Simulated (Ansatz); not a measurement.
# CaO (Fm-3m):Ga_Ca, thermodynamic levels from a 54-atom cell

Charge states of Ga_Ca in CaO (Fm-3m), set against the band edges. Model: a cell of 54 host atoms with 1 Ca taken out and 1 Ga put in.

Main program and level: Ansatz 0.2.0; place-levels on r2SCAN runs: charge-transition levels and formation energies with image-charge correction and potential alignment at the atomic sites; PAW set soft_1.

## 1. Starting point

The cell holds 54 atoms: 26 Ca, 27 O and 1 Ga. Its edges and angles: a = 10.173 Å, b = 10.173 Å, c = 10.173 Å, α = 60.0°, β = 60.0°, γ = 60.0°. It derives from CaO (space group Fm-3m). Nearest the centre at fractional (0.667, 0.667, 0.333): Ga51 at 0.00 Å, O28 at 2.40 Å, O44 at 2.40 Å, O32 at 2.40 Å, O34 at 2.40 Å, O46 at 2.40 Å, O50 at 2.40 Å, Ca21 at 3.39 Å.

As a file:

```xyz
54
Lattice="0.0000 7.1931 7.1931 7.1931 0.0000 7.1931 7.1931 7.1931 0.0000" Properties=species:S:1:pos:R:3 pbc="T T T"
Ca    0.0000    0.0000    0.0000
O     2.3977    2.3977    2.3977
Ca    2.3977    2.3977    0.0000
O     4.7954    4.7954    2.3977
Ca    4.7954    4.7954    0.0000
O     7.1931    7.1931    2.3977
Ca    2.3977    0.0000    2.3977
O     4.7954    2.3977    4.7954
Ca    4.7954    2.3977    2.3977
O     7.1931    4.7954    4.7954
Ca    7.1931    4.7954    2.3977
O     9.5908    7.1931    4.7954
Ca    4.7954    0.0000    4.7954
O     7.1931    2.3977    7.1931
Ca    7.1931    2.3977    4.7954
O     9.5908    4.7954    7.1931
Ca    9.5908    4.7954    4.7954
O    11.9885    7.1931    7.1931
Ca    0.0000    2.3977    2.3977
O     2.3977    4.7954    4.7954
Ca    2.3977    4.7954    2.3977
O     4.7954    7.1931    4.7954
Ca    4.7954    7.1931    2.3977
O     7.1931    9.5908    4.7954
Ca    2.3977    2.3977    4.7954
O     4.7954    4.7954    7.1931
Ca    4.7954    4.7954    4.7954
O     7.1931    7.1931    7.1931
Ca    7.1931    7.1931    4.7954
O     9.5908    9.5908    7.1931
Ca    4.7954    2.3977    7.1931
O     7.1931    4.7954    9.5908
Ca    7.1931    4.7954    7.1931
O     9.5908    7.1931    9.5908
Ca    9.5908    7.1931    7.1931
O    11.9885    9.5908    9.5908
Ca    0.0000    4.7954    4.7954
O     2.3977    7.1931    7.1931
Ca    2.3977    7.1931    4.7954
O     4.7954    9.5908    7.1931
Ca    4.7954    9.5908    4.7954
O     7.1931   11.9885    7.1931
Ca    2.3977    4.7954    7.1931
O     4.7954    7.1931    9.5908
Ca    4.7954    7.1931    7.1931
O     7.1931    9.5908    9.5908
Ca    7.1931    9.5908    7.1931
O     9.5908   11.9885    9.5908
Ca    4.7954    4.7954    9.5908
O     7.1931    7.1931   11.9885
Ga    7.1931    7.1931    9.5908
O     9.5908    9.5908   11.9885
Ca    9.5908    9.5908    9.5908
O    11.9885   11.9885   11.9885
```

Screening for the image-charge correction: ε∞ = 3.85, ε0 = 16.67, computed on the host (DFPT, PBEsol, on the r2SCAN cell), and a cell off the functional's own equilibrium shifts the ionic part.

The cell's shortest repeat is 10.2 Å.

## 2. What was run first

A transition level is the Fermi level at which two charge states cost the same, so each charge needs its own total energy, at its own relaxed structure.

Random displacements of about 0.05 Å break the site symmetry at the start, so that the relaxation can reach a distorted minimum if there is one. Forces are taken at one point at (¼, ¼, ¼). The cell holds 1 electron more than the neutral one, with a uniform background that keeps it neutral on the whole.

The sampling was tested on the host first: at the k-points planned (1x1x1 shifted 0.25 0.25 0.25) its energy lies 0.005 eV an atom from the dense-mesh value, under the bound of 0.02 eV set for this test; that bounds the host's error, not the defect's.

One state's input; the others differ in charge, spin, start and seed, and in occupations where the table says so.

The input, qm1.relax/input.yaml:

```yaml
crystal:
  lattice:
    - [0.0, 2.39769239, 2.39769239]
    - [2.39769239, 0.0, 2.39769239]
    - [2.39769239, 2.39769239, 0.0]
  atoms:
    - { symbol: Ca, position: [0.0, 0.0, 0.0] }
    - { symbol: O, position: [0.5, 0.5, 0.5] }
  supercell: [3, 3, 3]
  defects: [{ substitution: { at: 50, symbol: Ga } }]
total_charge: -1
basis:
  ecutwfc: 500
  xc_grid: 2
hamiltonian:
  xc: r2scan
  pseudopotentials: { kind: paw, azcp: { folder: soft_1 } }
kpoints:
  mp_grid: { grid: [1, 1, 1], shift: [0.25, 0.25, 0.25] }
scf:
  occupations: { method: fixed }
  max_iter: 100
output:
  forces: true
  charged_corrections: { epsilon: 3.85, static_epsilon: 16.67 }
relax:
  f_tol: 0.02
  max_steps: 80
  random_displacement: { amplitude: 0.05, seed: 5014 }
checkpoint:
  write: "../qm1.relax.run"
  compress: false
  write_wavefunctions: true
  write_every: 100000
```

Launch:

```
> ansatz run input.yaml --threads 4 --pin off --max-ram 7536MiB --backend cpu --events-out ev --progress --plain --runs-dir out
```

Defect states can disperse in a cell of this size, so the energy is taken again at a 2×2×2 shifted mesh, on the relaxed structure.

The run of this state that the levels use, under r2SCAN:

The input, qm1.point/input.yaml:

```yaml
crystal:
  checkpoint: "../qm1.relax.run"
  host: checkpoint
total_charge: -1
basis:
  ecutwfc: 500
  xc_grid: 2
hamiltonian:
  xc: r2scan
  pseudopotentials: { kind: paw, azcp: { folder: soft_1 } }
kpoints:
  mp_grid: { grid: [2, 2, 2], shift: [0.5, 0.5, 0.5] }
scf:
  occupations: { method: fermi_dirac, width: 0.01 }
  max_iter: 100
output:
  forces: true
  eigenvalues: true
  charged_corrections:
    epsilon: 3.85
    static_epsilon: 16.67
    defect_position: [0.666667, 0.666667, 0.333333]
  eigenstates: { localisation: true }
  populations: true
  band_densities: [{ bands: [v1, v1] }, { bands: [c1, c1] }]
  write_density: true
  write_potential: true
  volumetric_format: npy
checkpoint:
  read: "../qm1.relax.run"
  write: "../qm1.point.run"
  compress: false
  write_wavefunctions: false
  write_every: 100000
```

Relaxations under r2SCAN at one point at (¼, ¼, ¼); times on 4 threads of Arm Neoverse V1, shared host:

| charge | moment (μB) | occupations | outcome | steps | largest displacement against the far atoms (Å) | time |
| --- | --- | --- | --- | --- | --- | --- |
| −1 | 0 | fixed | converged | 5 | 0.16 | 91 s |
| 0 | 1 | fixed | converged | 10 | 0.41 | 5.9 min |
| +1 | 0 | fixed | converged | 4 | 0.24 | 77 s |

Single points under r2SCAN at a 2×2×2 shifted mesh; times on 4 threads of Arm Neoverse V1, shared host:

| charge | moment (μB) | occupations | outcome | time |
| --- | --- | --- | --- | --- |
| −1 | 0 | fermi-dirac | converged | 1.7 min |
| 0 | 1 | fermi-dirac | converged | 2.9 min |
| +1 | 0 | fermi-dirac | converged | 1.7 min |

Distances (Å) from Ga51 to the nearest atoms after relaxation with r2SCAN:

| charge | moment (μB) | 1. | 2. | 3. | 4. | 5. | 6. |
| --- | --- | --- | --- | --- | --- | --- | --- |
| −1 | 0 | O 2.53 | O 2.55 | O 2.55 | O 2.55 | O 2.56 | O 2.57 |
| 0 | 1 | O 2.04 | O 2.04 | O 2.05 | O 2.82 | O 2.82 | O 2.82 |
| +1 | 0 | O 2.16 | O 2.16 | O 2.16 | O 2.16 | O 2.16 | O 2.16 |

## 3. Levels against the band edges, r2SCAN

A charged cell interacts with its images and the background, and its potential has another zero than the host's. place-levels removes the first by a point-charge model, screened by the static dielectric constant since the ions have relaxed around the charge, and the second by comparing potentials at atoms far from the defect.

The host is a run of the defect-free crystal in the same cutoffs, grids and k-points, so that basis and sampling errors cancel in part in the differences. The host is run in a cell of 2 atoms on a matching mesh. Its band edges are searched through the zone by a band path, so the gap is smaller than, or equal to, that on the mesh. Chemical potentials are energies per atom of Ca (fcc) and Ga (alpha-Ga (Cmce)), run with the same functional and cutoff.

The input, levels.point.yaml:

```yaml
host:
  run: host.point.run
states: [qm1.point.run, q0_M1.point.run, qp1.point.run]
geometry_from:
  qm1.point.run: qm1.relax.run
  q0_M1.point.run: q0_M1.relax.run
  qp1.point.run: qp1.relax.run
chemical_potentials:
  Ca:
    energy: -1821.671293
    dataset: <sha256 of the dataset>
  Ga:
    energy: -3790.270342
    dataset: <sha256 of the dataset>
epsilon: 3.85
static_epsilon: 16.67
vertical:
  - { from: qm1.point.run, to: qm1.point_neutral.run }
  - { from: qp1.point.run, to: qp1.point_neutral.run }
```

Launch:

```
> ansatz place-levels levels.point.yaml -- --threads 4 --pin off --max-ram 7536MiB
```

Numbers of over 12 decimals in the logs are rounded to 6 here.

What it wrote:

```text
[... repeated set-up lines and file paths are left out, and long positions are rounded to six places ...]
(+1/0) 3.149 eV above the valence edge, 1.048 eV under the conduction edge; not on the lower envelope
(0/-1) 2.883 eV above the valence edge, 1.314 eV under the conduction edge; not on the lower envelope
(+1/-1) 3.016 eV above the valence edge, 1.181 eV under the conduction edge: charges between them are lowest nowhere
formation energy of charge +1: +1.758 eV with the Fermi level at the valence edge
formation energy of charge 0: +4.907 eV with the Fermi level at the valence edge
formation energy of charge -1: +7.790 eV with the Fermi level at the valence edge
vertical -1 to 0: no energy, since no alignment is typed
  the change from vertical[0].from (qm1.point.run) to vertical[0].to (qm1.point_neutral.run): by its potential at epsilon 3.85 it stands at 0.666 0.666 0.334, with an rms radius of about 2.4 Å (1.4 1.4 1.4 Å across the planes of the cell's vectors); [...]
vertical +1 to 0: no energy, since no alignment is typed
  the change from vertical[1].from (qp1.point.run) to vertical[1].to (qp1.point_neutral.run): by its potential at epsilon 3.85 it stands at 0.666 0.668 0.333, with an rms radius of about 5.8 Å (3.4 3.4 3.4 Å across the planes of the cell's vectors); [...]
  edges by r2scan, gap 4.197 eV; the host is sampled to repeats of 20.35 Å
  the defect's cells are sampled to repeats of 20.35 Å, like sampling
  charge +1: -66614.8090 eV with its correction of +0.078 eV, at epsilon 16.67, aligned at sites: -0.0592 eV, mean over 21 atomic sites at or beyond 5.09 Å from the defect at [0.6667, 0.6667, 0.3333], with +0.000000 for the charge's moments and without [...]
  charge 0: +0.000 eV for its dipole among its images, +0.073 omitted
  charge -1: -66593.9035 eV with its correction of +0.192 eV, at epsilon 16.67, aligned at sites: -0.0539 eV, mean over 21 atomic sites at or beyond 5.09 Å from the defect at [0.6667, 0.6667, 0.3333], with +0.000000 for the charge's moments and without [...]
  of states[2] (qp1.point.run): it parts from the run at its places by a charge that spreads by about 3.4 Å along one vector (1.4 Å or more is wide), by its potential at epsilon 3.85, taken for that of held ions (one typed too small widens it), where the cell [...]
  of states[1] (q0_M1.point.run): its alignment with the host at atomic sites is doubtful: the cell is too small to show whether the defect's potential has decayed: take a larger one; [...]
  of states[0] (qm1.point.run): its alignment with the host at atomic sites is doubtful: the cell is too small to show whether the defect's potential has decayed: take a larger one
  of vertical[0].to (qm1.point_neutral.run): stability_check_not_made
  of vertical[1].from (qp1.point.run): it parts from the run at its places by a charge that spreads by about 3.4 Å along one vector (1.4 Å or more is wide), by its potential at epsilon 3.85, taken for that of held ions (one typed too small widens it), where [...]
  of vertical[1].to (qp1.point_neutral.run): stability_check_not_made
```

Wall time 0.29 s (4 threads of Arm Neoverse V1, shared host).

Levels between the charges placed, in eV above the valence top:

|  | gap (eV) | (+1/0) | (0/−1) |
| --- | --- | --- | --- |
| r2SCAN | 4.20 | 3.15 | 2.88 |

Corrections by state:

| charge | moment (μB) | image terms and alignment (eV) | band filling (eV) | ε used | over the lowest of its charge, as the program ranks them, band filling apart (eV) |
| --- | --- | --- | --- | --- | --- |
| +1 | 0.0 | 0.078 | - | 16.67 | 0.000 |
| 0 | 1.0 | 0.000 | - | - | 0.000 |
| −1 | 0.0 | 0.192 | - | 16.67 | 0.000 |

The charged structures listed were also run neutral, and place-levels reads from each pair, by the potential or the spins, how wide the charge is by which they differ; that can be the carrier of either run.

| charge | rms radius (Å) | spread where it is widest against the cell (Å) | wide from (Å) | reading |
| --- | --- | --- | --- | --- |
| +1 | 5.8 | 3.35 | 1.44 | wide |
| −1 | 2.4 | 1.37 | 1.44 | narrow |

The neutral runs of these pairs need not share the spin of the lowest neutral state, and very wide values only mean spread over the cell.

From the program's caveats on the states, each cut to its opening words:

- charge +1: it parts from the run at its places by a charge that spreads by about 3.4 Å along one vector (1.4 Å or more is wide), by its potential at epsilon 3.85, taken [...]
- charge +1, 0 (1 μB), −1: its alignment with the host at atomic sites is doubtful: the cell is too small to show whether the defect's potential has decayed: take a larger one
- charge 0 (1 μB): the far atoms show a dipole or second moment of the defect's charge, for which the correction takes or leaves out 0.073 eV: further moments aren't read, and [...]
- charge 0 (1 μB): flagged: stability check not made

The host's formation energy from the elements is -3.216 eV per atom; it sets how far the chemical potentials can move.

Limit set by the element alone; other compounds of these elements are not counted. Chemical potentials from the elements' reference states: Ca 0.00 eV, O -6.43 eV, Ga 0.00 eV. Formation energies (Ca-rich), with the Fermi level at the valence top and at the conduction bottom (gap 4.20 eV):

| charge | at valence top (eV) | at conduction bottom (eV) | correction included (eV) |
| --- | --- | --- | --- |
| +1 | 1.76 | 5.96 | 0.08 |
| 0 | 4.91 | 4.91 | 0.00 |
| −1 | 7.79 | 3.59 | 0.19 |

```json
{"Fermi level (eV)": "0.00", "lowest formation energy (eV)": "1.76"}
{"Fermi level (eV)": "0.38", "lowest formation energy (eV)": "2.14"}
{"Fermi level (eV)": "0.76", "lowest formation energy (eV)": "2.52"}
{"Fermi level (eV)": "1.14", "lowest formation energy (eV)": "2.90"}
{"Fermi level (eV)": "1.53", "lowest formation energy (eV)": "3.28"}
{"Fermi level (eV)": "1.91", "lowest formation energy (eV)": "3.66"}
{"Fermi level (eV)": "2.29", "lowest formation energy (eV)": "4.05"}
{"Fermi level (eV)": "2.67", "lowest formation energy (eV)": "4.43"}
{"Fermi level (eV)": "3.05", "lowest formation energy (eV)": "4.74"}
{"Fermi level (eV)": "3.43", "lowest formation energy (eV)": "4.35"}
{"Fermi level (eV)": "3.82", "lowest formation energy (eV)": "3.97"}
{"Fermi level (eV)": "4.20", "lowest formation energy (eV)": "3.59"}
```

Limit set by the element alone; other compounds of these elements are not counted. Chemical potentials from the elements' reference states: O 0.00 eV, Ca -6.43 eV, Ga 0.00 eV. Formation energies (O-rich), with the Fermi level at the valence top and at the conduction bottom (gap 4.20 eV):

| charge | at valence top (eV) | at conduction bottom (eV) | correction included (eV) |
| --- | --- | --- | --- |
| +1 | -4.67 | -0.48 | 0.08 |
| 0 | -1.53 | -1.53 | 0.00 |
| −1 | 1.36 | -2.84 | 0.19 |

```tsv
Fermi level (eV)	lowest formation energy (eV)
0.00	-4.67
0.38	-4.29
0.76	-3.91
1.14	-3.53
1.53	-3.15
1.91	-2.77
2.29	-2.38
2.67	-2.00
3.05	-1.70
3.43	-2.08
3.82	-2.46
4.20	-2.84
```

## 4. The same at the relaxations' own k-points

The relaxations' own energies give the levels at their sampling, for comparison.

The input, levels.relax_mesh.yaml:

```yaml
host:
  run: host.relax.run
states: [qm1.relax.run, q0_M1.relax.run, qp1.relax.run]
chemical_potentials:
  Ca:
    energy: -1821.671293
    dataset: <sha256 of the dataset>
  Ga:
    energy: -3790.270342
    dataset: <sha256 of the dataset>
```

Launch:

```
> ansatz place-levels levels.relax_mesh.yaml -- --threads 4 --pin off --max-ram 7536MiB
```

What it wrote:

```text
[...]
formation energy of charge +1: +1.770 eV with the Fermi level at the valence edge
formation energy of charge 0: +4.878 eV with the Fermi level at the valence edge
formation energy of charge -1: +7.737 eV with the Fermi level at the valence edge
  edges by r2scan, gap 4.183 eV; the host is sampled to repeats of 10.17 Å
[... the lines on each state left out ...]
```

Run time: 0.09 s. Hardware: 4 threads.

Levels between neighbouring charges, in eV above the valence top:

|  | gap (eV) | (+1/0) | (0/−1) |
| --- | --- | --- | --- |
| one point at (¼, ¼, ¼) | 4.18 | 3.11 | 2.86 |
| a 2×2×2 shifted mesh | 4.20 | 3.15 | 2.88 |

Going from one point at (¼, ¼, ¼) to a 2×2×2 shifted mesh moves the levels that carry no band-filling term by up to 0.04 eV and formation energies against the elements by up to 0.05 eV.

## 5. What came out

| Quantity | Value |
| --- | --- |
| gap of the host | 4.20 eV (r2SCAN) |
| level (plus 1/0) | 3.15 eV above the valence top, not a change between lowest states |
| level (0/minus 1) | 2.88 eV above the valence top, not a change between lowest states |
| level (plus 1/minus 1) | 3.02 eV above the valence top |
| lowest of the charges placed, just above the valence top (0.02 eV) | +1 |
| lowest of the charges placed, just below the conduction bottom (0.02 eV) | −1 |
| lowest formation energy at mid-gap of the charges run, Ca-rich | 3.86 eV |
| lowest formation energy at mid-gap of the charges run, O-rich | -2.58 eV |

In words: Of the charges placed (−1, 0 and +1), the lowest changes at 3.02 eV (+1/−1) above the valence top, in a gap of 4.20 eV. (+1/−1) passes over charge 0, which lies 0.13 eV above the two there; a lower structure or spin state of it, if missed, would change that. Charges above +1 and below −1 were not placed, so these runs say nothing of levels that involve them. States placed: +1 at 0 μB; 0 at 1 μB; −1 at 0 μB. Other spin states or structures, where not listed, weren't placed. Ga is taken at its element; compounds, which aren't counted here, bound the chemical potentials and would shift these formation energies. The lowest formation energy (O-rich) is negative across the gap, so the defect would form by itself: these chemical potentials lie beyond what competing compounds allow, or the host is unstable against it. Going from one point at (¼, ¼, ¼) to a 2×2×2 shifted mesh moves the levels that carry no band-filling term by up to 0.04 eV and formation energies against the elements by up to 0.05 eV. The program doubts the alignment of potentials for at least one state, a sign that the cell is small. Keep in mind: r2SCAN makes the gap too small and tends to spread out bound carriers; where a gas molecule sets a chemical potential or the host's formation energy, its binding is uncorrected.

[Logs are printed without paths, hosts, clocks, repeated set-up lines and the standing remarks that a program may print on its own settings, such as how far it seeks lower states.]

[Hosts, paths, dates, database ids (printed as entryN), source tags and the programs' standing remarks are cut or masked in the printed files.]

[Where a table of states has a column of steps, it counts the stored structures, which are thinned; the runs took as many ionic steps or more.]

[A defect's name tells the site on which it was built; relaxed atoms can leave that site.]

[For some hosts the program warned that the k-mesh of the response run may be too coarse for force constants and the static dielectric constant; such warnings are not shown here.]
